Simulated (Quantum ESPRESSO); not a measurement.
# Magnetic state of YCrO4 from several starts, part 2 of 2

Wanted: the moments of YCrO4 and the energy of each order that was tried.

Quantum ESPRESSO 7.5; PBEsol with U = 3.5 eV on Cr d (ortho-atomic projectors); plane waves with GBRV 1.5 PBEsol potentials, no spin-orbit coupling.

So far, absolute magnetization (μB): step 2 (start 1: ferro ++) 2.56.

## (3) Run 2, typed as antiferro +−

File pw.in:

```
&CONTROL
  calculation = 'scf'
  prefix = 'pwscf'
  outdir = './tmp'
  pseudo_dir = './pseudo'
  disk_io = 'nowf'
/
&SYSTEM
  ibrav = 0
  nat = 12
  ntyp = 4
  ecutwfc = 40
  ecutrho = 280
  nbnd = 64
  occupations = 'smearing'
  smearing = 'fd'
  degauss = 0.00367493
  nspin = 2
  starting_magnetization(1) = 0
  starting_magnetization(2) = 0.2143
  starting_magnetization(3) = -0.2143
  starting_magnetization(4) = 0
/
&ELECTRONS
  conv_thr = 2.4d-08
  electron_maxstep = 150
  mixing_beta = 0.3
/
ATOMIC_SPECIES
Y      88.9058 y_pbesol_v1.4.uspp.F.UPF
Cr1    51.9961 cr_pbesol_v1.5.uspp.F.UPF
Cr2    51.9961 cr_pbesol_v1.5.uspp.F.UPF
O      15.9990 o_pbesol_v1.2.uspp.F.UPF
CELL_PARAMETERS angstrom
  -3.5560000000    3.5560000000    3.1255000000
   3.5560000000   -3.5560000000    3.1255000000
   3.5560000000    3.5560000000   -3.1255000000
ATOMIC_POSITIONS crystal
Y       0.0000000000    0.0000000000    0.0000000000
Y       0.7500000000    0.2500000000    0.5000000000
Cr1     0.5000000000    0.5000000000    0.0000000000
Cr2     0.2500000000    0.7500000000    0.5000000000
O       0.5140000000    0.3320000000    0.1820000000
O       0.0820000000    0.4000000000    0.3180000000
O       0.1500000000    0.3320000000    0.8180000000
O       0.0820000000    0.7640000000    0.6820000000
O       0.2360000000    0.9180000000    0.3180000000
O       0.6680000000    0.4860000000    0.8180000000
O       0.6000000000    0.9180000000    0.6820000000
O       0.6680000000    0.8500000000    0.1820000000
K_POINTS automatic
4 4 4 0 0 0
HUBBARD {ortho-atomic}
U Cr1-3d 3.5000
U Cr2-3d 3.5000
```

Command:

```
> OMP_NUM_THREADS=1 mpirun -n 4 pw.x -nk 4 -in pw.in > pw.out
```

The program printed:

```text
[banner, memory and clock lines left out]
Program PWSCF v.7.5 starts

     Message from routine setup:
     using ibrav=0 with symmetry is DISCOURAGED, use correct ibrav instead

     bravais-lattice index     =            0
     lattice parameter (alat)  =      11.1892  a.u.
     unit-cell volume          =    1066.8408 (a.u.)^3
     number of atoms/cell      =           12
     number of atomic types    =            4
     number of electrons       =        98.00
     number of Kohn-Sham states=           64
     kinetic-energy cutoff     =      40.0000  Ry
     charge density cutoff     =     280.0000  Ry
     scf convergence threshold =      2.4E-08
     mixing beta               =       0.3000
     number of iterations used =            8  plain     mixing
     Exchange-correlation= SLA  PW   PSX  PSC
                           (   1   4  10   8   0   0   0)
     Hubbard projectors: ortho-atomic
     Hubbard parameters of DFT+U (Dudarev formulation) in eV:
     U(Cr1-3d) =  3.5000
     U(Cr2-3d) =  3.5000

     Internal variables: lda_plus_u =T, lda_plus_u_kind = 0

     Internal variables: orbital_resolved =F, hub_pot_fix =F, apply_U = F

     celldm(1)=  11.189193  celldm(2)=   0.000000  celldm(3)=   0.000000
     celldm(4)=   0.000000  celldm(5)=   0.000000  celldm(6)=   0.000000

     crystal axes: (cart. coord. in units of alat)
               a(1) = (  -0.600568   0.600568   0.527861 )
               a(2) = (   0.600568  -0.600568   0.527861 )
               a(3) = (   0.600568   0.600568  -0.527861 )

     reciprocal axes: (cart. coord. in units 2 pi/alat)
               b(1) = ( -0.000000  0.832546  0.947219 )
               b(2) = (  0.832546 -0.000000  0.947219 )
               b(3) = (  0.832546  0.832546  0.000000 )

     PseudoPot. # 1 for Y  read from file:
     y_pbesol_v1.4.uspp.F.UPF
     Pseudo is Ultrasoft + core correction, Zval = 11.0

     PseudoPot. # 2 for Cr read from file:
     cr_pbesol_v1.5.uspp.F.UPF
     Pseudo is Ultrasoft + core correction, Zval = 14.0

     PseudoPot. # 3 for Cr read from file:
     cr_pbesol_v1.5.uspp.F.UPF
     Pseudo is Ultrasoft + core correction, Zval = 14.0

     PseudoPot. # 4 for O  read from file:
     o_pbesol_v1.2.uspp.F.UPF
     Pseudo is Ultrasoft + core correction, Zval =  6.0

     atomic species   valence    mass     pseudopotential
     Y                11.00    88.90580     Y ( 1.00)
     Cr1              14.00    51.99610     Cr( 1.00)
     Cr2              14.00    51.99610     Cr( 1.00)
     O                 6.00    15.99900     O ( 1.00)

     Starting magnetic structure
     atomic species   magnetization
     Y               0.000
     Cr1             0.214
     Cr2            -0.214
     O               0.000

      8 Sym. Ops. (no inversion) found

   Cartesian axes

     site n.     atom                  positions (alat units)
         1        Y      tau(   1) = (   0.0000000   0.0000000   0.0000000  )
         2        Y      tau(   2) = (   0.0000000   0.6005675   0.2639305  )
         3        Cr1    tau(   3) = (   0.0000000   0.0000000   0.5278610  )
         4        Cr2    tau(   4) = (   0.6005675   0.0000000   0.2639305  )
         5        O      tau(   5) = (  -0.0000000   0.2186066   0.3504997  )
         6        O      tau(   6) = (   0.3819610   0.0000000   0.0865692  )
         7        O      tau(   7) = (   0.6005675   0.3819610  -0.1773613  )
         8        O      tau(   8) = (   0.8191741  -0.0000000   0.0865692  )
         9        O      tau(   9) = (   0.6005675  -0.2186066   0.4412918  )
        10        O      tau(  10) = (   0.3819610   0.6005675   0.1773613  )
        11        O      tau(  11) = (   0.6005675   0.2186066   0.4412918  )
        12        O      tau(  12) = (   0.2186066  -0.0000000   0.7052223  )

     number of k points=    13  Fermi-Dirac smearing, width (Ry)=  0.0037
                       cart. coord. in units 2pi/alat
        k(    1) = (   0.0000000   0.0000000   0.0000000), wk =   0.0156250
        k(    2) = (   0.2081365   0.2081365   0.0000000), wk =   0.0625000
        k(    3) = (  -0.4162729  -0.4162729   0.0000000), wk =   0.0312500
        k(    4) = (   0.2081365  -0.0000000   0.2368048), wk =   0.1250000
        k(    5) = (   0.4162729   0.2081365   0.2368048), wk =   0.2500000
        [... 8 further k-points ...]

     Dense  grid:    84471 G-vectors     FFT dimensions: (  60,  60,  60)

     Smooth grid:    36447 G-vectors     FFT dimensions: (  45,  45,  45)

     Check: negative core charge=   -0.000004
     Generating pointlists ...
     new r_m :   0.1616 (alat units)  1.8077 (a.u.) for type    1
     new r_m :   0.1161 (alat units)  1.2993 (a.u.) for type    2
     new r_m :   0.1161 (alat units)  1.2993 (a.u.) for type    3
     new r_m :   0.1161 (alat units)  1.2993 (a.u.) for type    4

     Initial potential from superposition of free atoms

     starting charge      95.9917, renormalised to      98.0000

     negative rho (up, down):  1.438E-03 1.438E-03

     STARTING HUBBARD OCCUPATIONS:

     =================== HUBBARD OCCUPATIONS ===================
     ------------------------ ATOM    3 ------------------------
     Tr[ns(  3)] (up, down, total) =   3.40000  0.00000  3.40000
     Atomic magnetic moment for atom   3 =   3.40000
     [... lines left out ...]
     ------------------------ ATOM    4 ------------------------
     Tr[ns(  4)] (up, down, total) =   0.00000  3.40000  3.40000
     Atomic magnetic moment for atom   4 =  -3.40000
     [... lines left out ...]
     Number of occupied Hubbard levels =    6.8000

     Atomic wfc used for Hubbard projectors are orthogonalized

     Starting wfcs are   78 randomized atomic wfcs

     Self-consistent Calculation

     iteration #  1     ecut=    40.00 Ry     beta= 0.30
     Davidson diagonalization with overlap
     ethr =  1.00E-02,  avg # of iterations =  2.8

     =================== HUBBARD OCCUPATIONS ===================
     ------------------------ ATOM    3 ------------------------
     Tr[ns(  3)] (up, down, total) =   2.30853  0.79929  3.10782
     Atomic magnetic moment for atom   3 =   1.50924
     [... lines left out ...]
     ------------------------ ATOM    4 ------------------------
     Tr[ns(  4)] (up, down, total) =   0.79933  2.30170  3.10103
     Atomic magnetic moment for atom   4 =  -1.50237
     [... lines left out ...]
     Number of occupied Hubbard levels =    6.2088

     negative rho (up, down):  1.768E-03 1.771E-03

     total energy              =    -793.62547014 Ry
     estimated scf accuracy    <       3.71257313 Ry

     total magnetization       =     0.01 Bohr mag/cell
     absolute magnetization    =     3.85 Bohr mag/cell

     iteration #  2     ecut=    40.00 Ry     beta= 0.30
     Davidson diagonalization with overlap
     ethr =  3.79E-03,  avg # of iterations =  2.0

     negative rho (up, down):  1.611E-03 1.611E-03

     total energy              =    -794.05510713 Ry
     estimated scf accuracy    <       2.95411445 Ry

     total magnetization       =    -0.03 Bohr mag/cell
     absolute magnetization    =     4.21 Bohr mag/cell

     [... further iterations left out ...]

     iteration # 17     ecut=    40.00 Ry     beta= 0.30
     Davidson diagonalization with overlap
     ethr =  6.77E-11,  avg # of iterations =  3.2

     negative rho (up, down):  1.799E-03 1.799E-03

     total energy              =    -794.54036480 Ry
     estimated scf accuracy    <       0.00000003 Ry

     total magnetization       =     0.00 Bohr mag/cell
     absolute magnetization    =     2.51 Bohr mag/cell

     iteration # 18     ecut=    40.00 Ry     beta= 0.30
     Davidson diagonalization with overlap
     ethr =  3.16E-11,  avg # of iterations =  2.0

     negative rho (up, down):  1.799E-03 1.799E-03

     Magnetic moment per site  (integrated on atomic sphere of radius R)
     atom   1 (R=0.162)  charge=  7.3675  magn= -0.0000
     atom   2 (R=0.162)  charge=  7.3675  magn=  0.0000
     atom   3 (R=0.116)  charge=  9.8119  magn=  0.7837
     atom   4 (R=0.116)  charge=  9.8119  magn= -0.7836
     atom   5 (R=0.116)  charge=  4.6086  magn= -0.0090
     atom   6 (R=0.116)  charge=  4.6086  magn=  0.0089
     atom   7 (R=0.116)  charge=  4.6086  magn= -0.0090
     atom   8 (R=0.116)  charge=  4.6086  magn=  0.0089
     atom   9 (R=0.116)  charge=  4.6086  magn=  0.0089
     atom  10 (R=0.116)  charge=  4.6086  magn= -0.0090
     atom  11 (R=0.116)  charge=  4.6086  magn=  0.0089
     atom  12 (R=0.116)  charge=  4.6086  magn= -0.0090

     End of self-consistent calculation

     =================== HUBBARD OCCUPATIONS ===================
     ------------------------ ATOM    3 ------------------------
     Tr[ns(  3)] (up, down, total) =   2.57995  1.57629  4.15624
     Atomic magnetic moment for atom   3 =   1.00367
     [... lines left out ...]
     ------------------------ ATOM    4 ------------------------
     Tr[ns(  4)] (up, down, total) =   1.57639  2.57985  4.15624
     Atomic magnetic moment for atom   4 =  -1.00346
     [... lines left out ...]
     Number of occupied Hubbard levels =    8.3125

     [... lines left out ...]
     the Fermi energy is     8.3671 ev

!    total energy              =    -794.54036484 Ry
     estimated scf accuracy    <          3.4E-09 Ry
     smearing contrib. (-TS)   =      -0.00009212 Ry
     internal energy E=F+TS    =    -794.54027271 Ry

     The total energy is F=E-TS. E is the sum of the following terms:
     one-electron contribution =    -394.40527389 Ry
     hartree contribution      =     240.00990595 Ry
     xc contribution           =    -156.41066686 Ry
     ewald contribution        =    -484.25785800 Ry
     Hubbard energy            =       0.52362008 Ry

     total magnetization       =     0.00 Bohr mag/cell
     absolute magnetization    =     2.51 Bohr mag/cell

     convergence has been achieved in  18 iterations
```

The job ended after 63 s (4 MPI ranks of Intel Xeon Platinum 8559C (Emerald Rapids), shared host; peak memory 1 GiB; 4.2 min of CPU time).

Spin moment in the atom's sphere by atom:

```tsv
atom	spin moment in the atom's sphere (μB)
Y1	0.000
Y2	0.000
Cr3	0.784
Cr4	-0.784
O5	-0.009
O6	0.009
O7	-0.009
O8	0.009
O9	0.009
O10	-0.009
O11	0.009
O12	-0.009
```

This step gave:

```
smearing term TS       : 0.001253 eV
magnetization          : 0 μB
absolute magnetization : 2.509 μB
final state            : antiferromagnetic
```

## (4) The states side by side

An order is kept where moments of 0.15 μB or more survive with the typed signs; meshes match where a doubled cell samples the same k points as the first cell.

Orders:

```tsv
start	final state	typed order kept	energy over the lowest (meV a seeded atom)	largest site moment (μB)	net moment (μB a cell of the first run)	mesh matched	CPU time (s)
ferro ++	ferromagnetic	yes	0	0.7915	2	yes	262
antiferro +-	antiferromagnetic	yes	2.546	0.7837	0	yes	249.6
```

## (5) Occupations of the corrected shells in the lowest state

Occupations of the Hubbard shells:

```tsv
block	type	shell	spin	electrons	occupation numbers
3	Cr	3d	up	2.586	0.395 0.398 0.398 0.412 0.983
3	Cr	3d	down	1.571	0.217 0.294 0.352 0.352 0.356
4	Cr	3d	up	2.586	0.395 0.398 0.398 0.412 0.983
4	Cr	3d	down	1.571	0.217 0.294 0.352 0.352 0.356
```

## (6) Results

- lowest state found: ferromagnetic (from ferro ++)
- largest site moment: 0.791 μB
- next state with moments: antiferromagnetic, 2.55 meV a seeded atom higher

In words: The two lowest states lie so close that the mesh, the smearing, the functional or spin–orbit coupling could swap them. The smearing terms TS of the orders run from 0.63 to 2.7 meV a seeded atom, so the differences would change at a smaller width: an order with a larger TS is lowered more by the smearing. Only these 2 starts were compared; other wavevectors, canted and longer-period orders were not.

[Logs and program files are shortened in this print: banners, set-up blocks, solver, clock and traceback lines can be left out without a mark of their own.]

[Logs are printed without paths, hosts, clocks, repeated set-up lines and the standing remarks that a program may print on its own settings, such as how far it seeks lower states.]

[Hosts, paths, dates, database ids (printed as entryN), source tags and the programs' standing remarks are cut or masked in the printed files.]

[Where a cell is said to come from a database of computed structures, the database is the Materials Project.]
